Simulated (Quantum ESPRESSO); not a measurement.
# Fe: a ladder in the functional

Two starts of Fe are run at each rung of the functional.

Method: LDA; plane waves with GBRV 1.5 LDA potentials, no spin-orbit coupling (settings of the first rung), in Quantum ESPRESSO 7.5.

Report form: inputs, costs, results and the conclusion, without the logs.

The database entry behind the starting cell differs from other determinations of this structure, so it need not match the best structure at room temperature.

## (1) Starting point

Symmetry: Im-3m, No. 229, cubic system. Conventional cell: a = 2.886 Å, b = 2.886 Å, c = 2.886 Å, α = 90.00°, β = 90.00°, γ = 90.00°. Nearest to Fe lie 8 Fe at 2.50 Å.

As a file:

```
CELL_PARAMETERS angstrom
-1.44300 1.44300 1.44300
1.44300 -1.44300 1.44300
1.44300 1.44300 -1.44300
ATOMIC_POSITIONS crystal
Fe 0.00000 0.00000 0.00000
```

## (2) Rung 1, start ferro +

ASE passes magmoms on as starting_magnetization. pw.x reads values of 1 or more as Bohr magnetons; where all are smaller, it reads them as fractions of the valence charge.

pw.py

```python
from ase import Atoms
from ase.calculators.espresso import Espresso, EspressoProfile

atoms = Atoms(['Fe'],
    cell=[[-1.443, 1.443, 1.443],
         [1.443, -1.443, 1.443],
         [1.443, 1.443, -1.443]],
    scaled_positions=[[0.0, 0.0, 0.0]],
    pbc=True,
    magmoms=[2.8])
input_data = {
    'control': {'calculation': 'scf', 'prefix': 'pwscf', 'outdir': './tmp', 'disk_io': 'nowf', 'tprnfor': True, 'tstress': True},
    'system': {'ecutwfc': 40.0, 'ecutrho': 280.0, 'nbnd': 15, 'occupations': 'smearing', 'smearing': 'fd', 'degauss': 0.00999582, 'nspin': 2},
    'electrons': {'conv_thr': 2e-09, 'electron_maxstep': 150, 'mixing_beta': 0.3},
}
atoms.calc = Espresso(
    profile=EspressoProfile(command='mpirun -n 2 pw.x -nk 2', pseudo_dir='pseudo'),
    pseudopotentials={'Fe': 'fe_lda_v1.5.uspp.F.UPF'},
    input_data=input_data,
    kpts=(14, 14, 14),
    koffset=(0, 0, 0))
energy = atoms.get_potential_energy(force_consistent=True)
print(f'free energy: {energy:.6f} eV')
print('site moments (muB):', atoms.get_magnetic_moments().round(3))
```

The run is started by

```console
OMP_NUM_THREADS=1 python3 pw.py > pw.log
```

The job ended after 12 s (2 MPI ranks of Arm Neoverse N1, shared host; peak memory 0.21 GiB; 23 s of CPU time).

Spin moment in the atom's sphere by atom:

```
atom  spin moment in the atom's sphere (μB)
 Fe1                                   2.31
```

Numbers from this step:

| Item | Value |
| --- | --- |
| magnetization | 2.291 μB |
| final state | ferromagnetic |

## (3) Rung 1, start antiferro q=(0,0,1/2) +-

The wavevector q is in fractions of the reciprocal vectors of the crystal's primitive cell, as the cells of these inputs are built from it; moments change sign between cells as cos(2π q·R).

pw.py

```python
from ase import Atoms
from ase.calculators.espresso import Espresso, EspressoProfile

atoms = Atoms(['Fe', 'Fe'],
    cell=[[-1.443, 1.443, 1.443],
         [1.443, -1.443, 1.443],
         [2.886, 2.886, -2.886]],
    scaled_positions=[[0.0, 0.0, 0.0],
         [0.0, 0.0, 0.5]],
    pbc=True,
    magmoms=[2.8, -2.8])
input_data = {
    'control': {'calculation': 'scf', 'prefix': 'pwscf', 'outdir': './tmp', 'disk_io': 'nowf', 'tprnfor': True, 'tstress': True},
    'system': {'ecutwfc': 40.0, 'ecutrho': 280.0, 'nbnd': 23, 'occupations': 'smearing', 'smearing': 'fd', 'degauss': 0.00999582, 'nspin': 2},
    'electrons': {'conv_thr': 4e-09, 'electron_maxstep': 150, 'mixing_beta': 0.3},
}
atoms.calc = Espresso(
    profile=EspressoProfile(command='mpirun -n 2 pw.x -nk 2', pseudo_dir='pseudo'),
    pseudopotentials={'Fe': 'fe_lda_v1.5.uspp.F.UPF'},
    input_data=input_data,
    kpts=(14, 14, 7),
    koffset=(0, 0, 0))
energy = atoms.get_potential_energy(force_consistent=True)
print(f'free energy: {energy:.6f} eV')
print('site moments (muB):', atoms.get_magnetic_moments().round(3))
```

The run is started by

```console
OMP_NUM_THREADS=1 python3 pw.py > pw.log
```

Elapsed: 1.8 min, on 2 MPI ranks; peak memory 0.34 GiB; 3.6 min of CPU time.

Spin moment in the atom's sphere by atom:

```
atom  spin moment in the atom's sphere (μB)
 Fe1                                   2.06
 Fe2                                  -2.06
```

This step gave:

| Quantity | Value |
| --- | --- |
| magnetization | 0 μB |
| final state | antiferromagnetic |

## (4) Rung 2, start ferro +

pw.py

```python
from ase import Atoms
from ase.calculators.espresso import Espresso, EspressoProfile

atoms = Atoms(['Fe'],
    cell=[[-1.443, 1.443, 1.443],
         [1.443, -1.443, 1.443],
         [1.443, 1.443, -1.443]],
    scaled_positions=[[0.0, 0.0, 0.0]],
    pbc=True,
    magmoms=[2.8])
input_data = {
    'control': {'calculation': 'scf', 'prefix': 'pwscf', 'outdir': './tmp', 'disk_io': 'nowf', 'tprnfor': True, 'tstress': True},
    'system': {'ecutwfc': 40.0, 'ecutrho': 280.0, 'nbnd': 15, 'occupations': 'smearing', 'smearing': 'fd', 'degauss': 0.00999582, 'nspin': 2},
    'electrons': {'conv_thr': 2e-09, 'electron_maxstep': 150, 'mixing_beta': 0.3},
}
atoms.calc = Espresso(
    profile=EspressoProfile(command='mpirun -n 2 pw.x -nk 2', pseudo_dir='pseudo'),
    pseudopotentials={'Fe': 'fe_pbesol_v1.5.uspp.F.UPF'},
    input_data=input_data,
    kpts=(14, 14, 14),
    koffset=(0, 0, 0))
energy = atoms.get_potential_energy(force_consistent=True)
print(f'free energy: {energy:.6f} eV')
print('site moments (muB):', atoms.get_magnetic_moments().round(3))
```

The run is started by

```console
OMP_NUM_THREADS=1 python3 pw.py > pw.log
```

Wall time 13 s (2 MPI ranks); peak memory 0.21 GiB; 26 s of CPU time.

This step gave:

```
magnetization  : 2.365 μB
final state    : ferromagnetic
largest moment : 2.413 μB
```

## (5) Rung 2, start antiferro q=(0,0,1/2) +-

pw.py

```python
from ase import Atoms
from ase.calculators.espresso import Espresso, EspressoProfile

atoms = Atoms(['Fe', 'Fe'],
    cell=[[-1.443, 1.443, 1.443],
         [1.443, -1.443, 1.443],
         [2.886, 2.886, -2.886]],
    scaled_positions=[[0.0, 0.0, 0.0],
         [0.0, 0.0, 0.5]],
    pbc=True,
    magmoms=[2.8, -2.8])
input_data = {
    'control': {'calculation': 'scf', 'prefix': 'pwscf', 'outdir': './tmp', 'disk_io': 'nowf', 'tprnfor': True, 'tstress': True},
    'system': {'ecutwfc': 40.0, 'ecutrho': 280.0, 'nbnd': 23, 'occupations': 'smearing', 'smearing': 'fd', 'degauss': 0.00999582, 'nspin': 2},
    'electrons': {'conv_thr': 4e-09, 'electron_maxstep': 150, 'mixing_beta': 0.3},
}
atoms.calc = Espresso(
    profile=EspressoProfile(command='mpirun -n 2 pw.x -nk 2', pseudo_dir='pseudo'),
    pseudopotentials={'Fe': 'fe_pbesol_v1.5.uspp.F.UPF'},
    input_data=input_data,
    kpts=(14, 14, 7),
    koffset=(0, 0, 0))
energy = atoms.get_potential_energy(force_consistent=True)
print(f'free energy: {energy:.6f} eV')
print('site moments (muB):', atoms.get_magnetic_moments().round(3))
```

The run is started by

```console
OMP_NUM_THREADS=1 python3 pw.py > pw.log
```

Elapsed: 1.8 min, on 2 MPI ranks; peak memory 0.34 GiB.

Read from the output:

| Property | Result |
| --- | --- |
| magnetization | 0 μB |
| final state | antiferromagnetic |
| largest moment | 2.194 μB |

## (6) Rung 3, start ferro +

pw.py

```python
from ase import Atoms
from ase.calculators.espresso import Espresso, EspressoProfile

atoms = Atoms(['Fe'],
    cell=[[-1.443, 1.443, 1.443],
         [1.443, -1.443, 1.443],
         [1.443, 1.443, -1.443]],
    scaled_positions=[[0.0, 0.0, 0.0]],
    pbc=True,
    magmoms=[2.8])
input_data = {
    'control': {'calculation': 'scf', 'prefix': 'pwscf', 'outdir': './tmp', 'disk_io': 'nowf', 'tprnfor': True, 'tstress': True},
    'system': {'ecutwfc': 40.0, 'ecutrho': 280.0, 'nbnd': 15, 'occupations': 'smearing', 'smearing': 'fd', 'degauss': 0.00999582, 'nspin': 2},
    'electrons': {'conv_thr': 2e-09, 'electron_maxstep': 150, 'mixing_beta': 0.3},
}
atoms.calc = Espresso(
    profile=EspressoProfile(command='mpirun -n 2 pw.x -nk 2', pseudo_dir='pseudo'),
    pseudopotentials={'Fe': 'fe_pbe_v1.5.uspp.F.UPF'},
    input_data=input_data,
    kpts=(14, 14, 14),
    koffset=(0, 0, 0))
energy = atoms.get_potential_energy(force_consistent=True)
print(f'free energy: {energy:.6f} eV')
print('site moments (muB):', atoms.get_magnetic_moments().round(3))
```

The run is started by

```console
OMP_NUM_THREADS=1 python3 pw.py > pw.log
```

The job ended after 14 s (2 MPI ranks; peak memory 0.21 GiB).

Read from the output:

```
magnetization  : 2.361 μB
final state    : ferromagnetic
largest moment : 2.421 μB
```

## (7) Rung 3, start antiferro q=(0,0,1/2) +-

pw.py

```python
from ase import Atoms
from ase.calculators.espresso import Espresso, EspressoProfile

atoms = Atoms(['Fe', 'Fe'],
    cell=[[-1.443, 1.443, 1.443],
         [1.443, -1.443, 1.443],
         [2.886, 2.886, -2.886]],
    scaled_positions=[[0.0, 0.0, 0.0],
         [0.0, 0.0, 0.5]],
    pbc=True,
    magmoms=[2.8, -2.8])
input_data = {
    'control': {'calculation': 'scf', 'prefix': 'pwscf', 'outdir': './tmp', 'disk_io': 'nowf', 'tprnfor': True, 'tstress': True},
    'system': {'ecutwfc': 40.0, 'ecutrho': 280.0, 'nbnd': 23, 'occupations': 'smearing', 'smearing': 'fd', 'degauss': 0.00999582, 'nspin': 2},
    'electrons': {'conv_thr': 4e-09, 'electron_maxstep': 150, 'mixing_beta': 0.3},
}
atoms.calc = Espresso(
    profile=EspressoProfile(command='mpirun -n 2 pw.x -nk 2', pseudo_dir='pseudo'),
    pseudopotentials={'Fe': 'fe_pbe_v1.5.uspp.F.UPF'},
    input_data=input_data,
    kpts=(14, 14, 7),
    koffset=(0, 0, 0))
energy = atoms.get_potential_energy(force_consistent=True)
print(f'free energy: {energy:.6f} eV')
print('site moments (muB):', atoms.get_magnetic_moments().round(3))
```

The run is started by

```console
OMP_NUM_THREADS=1 python3 pw.py > pw.log
```

The job ended after 1.8 min (2 MPI ranks; peak memory 0.34 GiB).

This step gave:

```
magnetization  : 0 μB
final state    : antiferromagnetic
largest moment : 2.197 μB
```

## (8) Rung 4, start ferro +

pw.py

```python
from ase import Atoms
from ase.calculators.espresso import Espresso, EspressoProfile

atoms = Atoms(['Fe'],
    cell=[[-1.443, 1.443, 1.443],
         [1.443, -1.443, 1.443],
         [1.443, 1.443, -1.443]],
    scaled_positions=[[0.0, 0.0, 0.0]],
    pbc=True,
    magmoms=[2.8])
input_data = {
    'control': {'calculation': 'scf', 'prefix': 'pwscf', 'outdir': './tmp', 'disk_io': 'nowf', 'tprnfor': True, 'tstress': True},
    'system': {'ecutwfc': 40.0, 'ecutrho': 280.0, 'nbnd': 15, 'input_dft': 'wc', 'occupations': 'smearing', 'smearing': 'fd', 'degauss': 0.00999582, 'nspin': 2},
    'electrons': {'conv_thr': 2e-09, 'electron_maxstep': 150, 'mixing_beta': 0.3},
}
atoms.calc = Espresso(
    profile=EspressoProfile(command='mpirun -n 2 pw.x -nk 2', pseudo_dir='pseudo'),
    pseudopotentials={'Fe': 'fe_pbe_v1.5.uspp.F.UPF'},
    input_data=input_data,
    kpts=(14, 14, 14),
    koffset=(0, 0, 0))
energy = atoms.get_potential_energy(force_consistent=True)
print(f'free energy: {energy:.6f} eV')
print('site moments (muB):', atoms.get_magnetic_moments().round(3))
```

The run is started by

```console
OMP_NUM_THREADS=1 python3 pw.py > pw.log
```

The job ended after 13 s (2 MPI ranks; peak memory 0.21 GiB).

Read from the output:

```
magnetization  : 2.351 μB
final state    : ferromagnetic
largest moment : 2.399 μB
```

## (9) Rung 4, start antiferro q=(0,0,1/2) +-

pw.py

```python
from ase import Atoms
from ase.calculators.espresso import Espresso, EspressoProfile

atoms = Atoms(['Fe', 'Fe'],
    cell=[[-1.443, 1.443, 1.443],
         [1.443, -1.443, 1.443],
         [2.886, 2.886, -2.886]],
    scaled_positions=[[0.0, 0.0, 0.0],
         [0.0, 0.0, 0.5]],
    pbc=True,
    magmoms=[2.8, -2.8])
input_data = {
    'control': {'calculation': 'scf', 'prefix': 'pwscf', 'outdir': './tmp', 'disk_io': 'nowf', 'tprnfor': True, 'tstress': True},
    'system': {'ecutwfc': 40.0, 'ecutrho': 280.0, 'nbnd': 23, 'input_dft': 'wc', 'occupations': 'smearing', 'smearing': 'fd', 'degauss': 0.00999582, 'nspin': 2},
    'electrons': {'conv_thr': 4e-09, 'electron_maxstep': 150, 'mixing_beta': 0.3},
}
atoms.calc = Espresso(
    profile=EspressoProfile(command='mpirun -n 2 pw.x -nk 2', pseudo_dir='pseudo'),
    pseudopotentials={'Fe': 'fe_pbe_v1.5.uspp.F.UPF'},
    input_data=input_data,
    kpts=(14, 14, 7),
    koffset=(0, 0, 0))
energy = atoms.get_potential_energy(force_consistent=True)
print(f'free energy: {energy:.6f} eV')
print('site moments (muB):', atoms.get_magnetic_moments().round(3))
```

The run is started by

```console
OMP_NUM_THREADS=1 python3 pw.py > pw.log
```

Wall time 1.9 min (2 MPI ranks); peak memory 0.34 GiB.

Numbers from this step:

| Property | Result |
| --- | --- |
| magnetization | 0 μB |
| final state | antiferromagnetic |
| largest moment | 2.188 μB |

## (10) Rung 5, start ferro +

pw.py

```python
from ase import Atoms
from ase.calculators.espresso import Espresso, EspressoProfile

atoms = Atoms(['Fe'],
    cell=[[-1.443, 1.443, 1.443],
         [1.443, -1.443, 1.443],
         [1.443, 1.443, -1.443]],
    scaled_positions=[[0.0, 0.0, 0.0]],
    pbc=True,
    magmoms=[2.8])
input_data = {
    'control': {'calculation': 'scf', 'prefix': 'pwscf', 'outdir': './tmp', 'disk_io': 'nowf', 'tprnfor': True, 'tstress': True},
    'system': {'ecutwfc': 40.0, 'ecutrho': 280.0, 'nbnd': 15, 'input_dft': 'revpbe', 'occupations': 'smearing', 'smearing': 'fd', 'degauss': 0.00999582, 'nspin': 2},
    'electrons': {'conv_thr': 2e-09, 'electron_maxstep': 150, 'mixing_beta': 0.3},
}
atoms.calc = Espresso(
    profile=EspressoProfile(command='mpirun -n 2 pw.x -nk 2', pseudo_dir='pseudo'),
    pseudopotentials={'Fe': 'fe_pbe_v1.5.uspp.F.UPF'},
    input_data=input_data,
    kpts=(14, 14, 14),
    koffset=(0, 0, 0))
energy = atoms.get_potential_energy(force_consistent=True)
print(f'free energy: {energy:.6f} eV')
print('site moments (muB):', atoms.get_magnetic_moments().round(3))
```

The run is started by

```console
OMP_NUM_THREADS=1 python3 pw.py > pw.log
```

Wall time 14 s (2 MPI ranks); peak memory 0.21 GiB.

Read from the output:

| Quantity | Value |
| --- | --- |
| magnetization | 2.373 μB |
| final state | ferromagnetic |
| largest moment | 2.439 μB |

## (11) Rung 5, start antiferro q=(0,0,1/2) +-

pw.py

```python
from ase import Atoms
from ase.calculators.espresso import Espresso, EspressoProfile

atoms = Atoms(['Fe', 'Fe'],
    cell=[[-1.443, 1.443, 1.443],
         [1.443, -1.443, 1.443],
         [2.886, 2.886, -2.886]],
    scaled_positions=[[0.0, 0.0, 0.0],
         [0.0, 0.0, 0.5]],
    pbc=True,
    magmoms=[2.8, -2.8])
input_data = {
    'control': {'calculation': 'scf', 'prefix': 'pwscf', 'outdir': './tmp', 'disk_io': 'nowf', 'tprnfor': True, 'tstress': True},
    'system': {'ecutwfc': 40.0, 'ecutrho': 280.0, 'nbnd': 23, 'input_dft': 'revpbe', 'occupations': 'smearing', 'smearing': 'fd', 'degauss': 0.00999582, 'nspin': 2},
    'electrons': {'conv_thr': 4e-09, 'electron_maxstep': 150, 'mixing_beta': 0.3},
}
atoms.calc = Espresso(
    profile=EspressoProfile(command='mpirun -n 2 pw.x -nk 2', pseudo_dir='pseudo'),
    pseudopotentials={'Fe': 'fe_pbe_v1.5.uspp.F.UPF'},
    input_data=input_data,
    kpts=(14, 14, 7),
    koffset=(0, 0, 0))
energy = atoms.get_potential_energy(force_consistent=True)
print(f'free energy: {energy:.6f} eV')
print('site moments (muB):', atoms.get_magnetic_moments().round(3))
```

The run is started by

```console
OMP_NUM_THREADS=1 python3 pw.py > pw.log
```

Run time: 1.8 min. Hardware: 2 MPI ranks; peak memory 0.34 GiB.

Read from the output:

- magnetization: 0 μB
- final state: antiferromagnetic
- largest moment: 2.213 μB

## (12) Rung 6, start ferro +

pw.py

```python
from ase import Atoms
from ase.calculators.espresso import Espresso, EspressoProfile

atoms = Atoms(['Fe'],
    cell=[[-1.443, 1.443, 1.443],
         [1.443, -1.443, 1.443],
         [1.443, 1.443, -1.443]],
    scaled_positions=[[0.0, 0.0, 0.0]],
    pbc=True,
    magmoms=[2.8])
input_data = {
    'control': {'calculation': 'scf', 'prefix': 'pwscf', 'outdir': './tmp', 'disk_io': 'nowf', 'tprnfor': True, 'tstress': True},
    'system': {'ecutwfc': 40.0, 'ecutrho': 280.0, 'nbnd': 15, 'input_dft': 'rpbe', 'occupations': 'smearing', 'smearing': 'fd', 'degauss': 0.00999582, 'nspin': 2},
    'electrons': {'conv_thr': 2e-09, 'electron_maxstep': 150, 'mixing_beta': 0.3},
}
atoms.calc = Espresso(
    profile=EspressoProfile(command='mpirun -n 2 pw.x -nk 2', pseudo_dir='pseudo'),
    pseudopotentials={'Fe': 'fe_pbe_v1.5.uspp.F.UPF'},
    input_data=input_data,
    kpts=(14, 14, 14),
    koffset=(0, 0, 0))
energy = atoms.get_potential_energy(force_consistent=True)
print(f'free energy: {energy:.6f} eV')
print('site moments (muB):', atoms.get_magnetic_moments().round(3))
```

The run is started by

```console
OMP_NUM_THREADS=1 python3 pw.py > pw.log
```

Elapsed: 14 s, on 2 MPI ranks; peak memory 0.21 GiB; 27 s of CPU time.

This step gave:

```
magnetization  : 2.377 μB
final state    : ferromagnetic
largest moment : 2.445 μB
```

## (13) Rung 6, start antiferro q=(0,0,1/2) +-

pw.py

```python
from ase import Atoms
from ase.calculators.espresso import Espresso, EspressoProfile

atoms = Atoms(['Fe', 'Fe'],
    cell=[[-1.443, 1.443, 1.443],
         [1.443, -1.443, 1.443],
         [2.886, 2.886, -2.886]],
    scaled_positions=[[0.0, 0.0, 0.0],
         [0.0, 0.0, 0.5]],
    pbc=True,
    magmoms=[2.8, -2.8])
input_data = {
    'control': {'calculation': 'scf', 'prefix': 'pwscf', 'outdir': './tmp', 'disk_io': 'nowf', 'tprnfor': True, 'tstress': True},
    'system': {'ecutwfc': 40.0, 'ecutrho': 280.0, 'nbnd': 23, 'input_dft': 'rpbe', 'occupations': 'smearing', 'smearing': 'fd', 'degauss': 0.00999582, 'nspin': 2},
    'electrons': {'conv_thr': 4e-09, 'electron_maxstep': 150, 'mixing_beta': 0.3},
}
atoms.calc = Espresso(
    profile=EspressoProfile(command='mpirun -n 2 pw.x -nk 2', pseudo_dir='pseudo'),
    pseudopotentials={'Fe': 'fe_pbe_v1.5.uspp.F.UPF'},
    input_data=input_data,
    kpts=(14, 14, 7),
    koffset=(0, 0, 0))
energy = atoms.get_potential_energy(force_consistent=True)
print(f'free energy: {energy:.6f} eV')
print('site moments (muB):', atoms.get_magnetic_moments().round(3))
```

The run is started by

```console
OMP_NUM_THREADS=1 python3 pw.py > pw.log
```

Wall time 1.8 min (2 MPI ranks); peak memory 0.34 GiB.

This step gave:

```
magnetization  : 0 μB
final state    : antiferromagnetic
largest moment : 2.218 μB
```

## (14) An input with a fault

One input was spoiled on purpose, to see how the program answers.

pw.in

```
&CONTROL
  calculation = 'scf'
  prefix = 'pwscf'
  outdir = './tmp'
  pseudo_dir = './pseudo'
  disk_io = 'nowf'
  tprnfor = .true.
  tstress = .true.
/
&SYSTEM
  ibrav = 0
  nat = 1
  ntyp = 1
  ecutwfc = 40
  ecutrho = 280
  nbnd = 15
  occupations = 'smearing'
  smearing = 'fd'
  degauss = 0.00999582
  nspin = 2
  starting_magnetization(1) = 0.175
/
&ELECTRONS
  conv_thr = 2d-09
  electron_maxstep = 100
  mixing_beta = 0.3
/
ATOMIC_SPECIES
Fe     55.8450 fe_pbe_v1.5.uspp.F.UPF
CELL_PARAMETERS angstrom
  -1.4430000000    1.4430000000    1.4430000000
   1.4430000000   -1.4430000000    1.4430000000
   1.4430000000    1.4430000000   -1.4430000000
ATOMIC_POSITIONS crystal
Fe      0.0000000000    0.0000000000    0.0000000000
K_POINTS automatic
14 14 14 0 0 0
HUBBARD {ortho-atomic}
U Fe-6f 5.0
```

The run is started by

```console
OMP_NUM_THREADS=1 mpirun -n 2 pw.x -nk 2 -in pw.in > pw.out
```

Wall time 0.73 s (2 MPI ranks); peak memory 0.05 GiB; 1.2 s of CPU time.

The program refused the input before any cycle.

The program's message: “determine_hubbard_occ (1): Mismatch between the requested and available manifolds”

The fault put into the input: a U on a shell that the file lacks.

## (15) Side by side

Ladder, by row:

```
rung  functional       potentials  state from the first start  state from the second start  second less first (meV a seeded atom)  moment, first (μB)  moment, second (μB)  CPU time (s)
   1         LDA     GBRV 1.5 LDA               ferromagnetic            antiferromagnetic                                  199.8               2.314                2.058         237.4
   2      PBEsol  GBRV 1.5 PBEsol               ferromagnetic            antiferromagnetic                                  214.4               2.413                2.194         234.8
   3         PBE     GBRV 1.5 PBE               ferromagnetic            antiferromagnetic                                  216.4               2.421                2.197         239.7
   4          WC     GBRV 1.5 PBE               ferromagnetic            antiferromagnetic                                  209.7               2.399                2.188         241.5
   5      revPBE     GBRV 1.5 PBE               ferromagnetic            antiferromagnetic                                    219               2.439                2.213         240.9
   6        RPBE     GBRV 1.5 PBE               ferromagnetic            antiferromagnetic                                  220.1               2.445                2.218           241
```

## (16) Summary of results

| Property | Result |
| --- | --- |
| range of the largest moment, first start | 2.31 to 2.45 μB; second start 2.06 to 2.22 μB |
| range of CPU time | 3.9 min to 4 min |
| range of the energy difference | 200 to 220 meV a seeded atom |

**Reading.** For the first start the functionals give moments from 2.31 to 2.45 μB; all use the same cell, so differences in their own lattice constants don't enter. Rungs 4, 5 and 6 use pseudopotentials made with another functional. Energies are free energies at an electronic temperature of 1580 K, which lowers moments and differences where the moments are itinerant.

[Long decimals in the printed logs are rounded to 6 places.]

[Logs and program files are shortened in this print: banners, set-up blocks, solver, clock and traceback lines can be left out without a mark of their own.]

[Logs are printed without paths, hosts, clocks, repeated set-up lines and the standing remarks that a program may print on its own settings, such as how far it seeks lower states.]

[Hosts, paths, dates, database ids (printed as entryN), source tags and the programs' standing remarks are cut or masked in the printed files.]

[Where the starting crystal was built by hand or by swapping elements, it need not be the compound's stable phase.]

[Where a cell is said to come from a database of computed structures, the database is the Materials Project.]

[Lattice constants that a cell's source calls measured were typed from memory.]
